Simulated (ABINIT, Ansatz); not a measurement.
An input for ABINIT 10.8.3 (Diamond (Fd-3m, 2 atoms a cell)):

```
acell 3*1.0 Angstrom
rprim 
  -0.000000000000 1.783370000000 1.783370000000
  1.783370000000 0.000000000000 1.783370000000
  1.783370000000 1.783370000000 0.000000000000
ntypat 1
znucl 6
natom 2
typat 1 1
xred 
  -0.000000000000 0.000000000000 -0.000000000000
  0.250000000000 0.250000000000 0.250000000000
pp_dirpath "pseudos"
pseudos "C.upf"
ecut 37
ngkpt 12 12 12
nshiftk 1
shiftk 0.11 0.21 0.31
kptopt 3
chksymbreak 0
iscf -2
irdden 1
istwfk *1
nband 18
nbdbuf 4
tolwfr 1e-09
nstep 60
prtvol 0
indata_prefix "in"
outdata_prefix "out"
tmpdata_prefix "tmp"
```

```sh
OMP_NUM_THREADS=1 mpirun -n 8 abinit run.abi > log
```

Question: Estimate wall time and host memory on 8 MPI ranks of Intel Xeon Platinum 8259CL at 2.50GHz (Skylake/Cascade Lake), shared host.

It took 64 s; on shared hardware allow 32 s to 2.1 min. Peak host memory was 0.92 GiB.

[Paths, hosts, dates, memory and timing lines, banners, echoed tables and standing remarks are left out of the program output.]

[Logs are printed without paths, hosts, clocks, repeated set-up lines and the standing remarks that a program may print on its own settings, such as how far it seeks lower states.]

[Runs of the session that timed out or met a known fault of the program may be left out.]

[Hosts, paths, dates, database ids (printed as entryN), source tags and the programs' standing remarks are cut or masked in the printed files.]

[G0W0 gaps are taken among the corrected bands and points alone; a level outside them can change the order at an edge.]

[Where Ansatz stands beside ABINIT at settings called matched, ABINIT's density can come from a denser mesh and the files from another edition; pairs whose starting gaps differed by over 0.03 eV were left out, so agreement reads better than it is.]
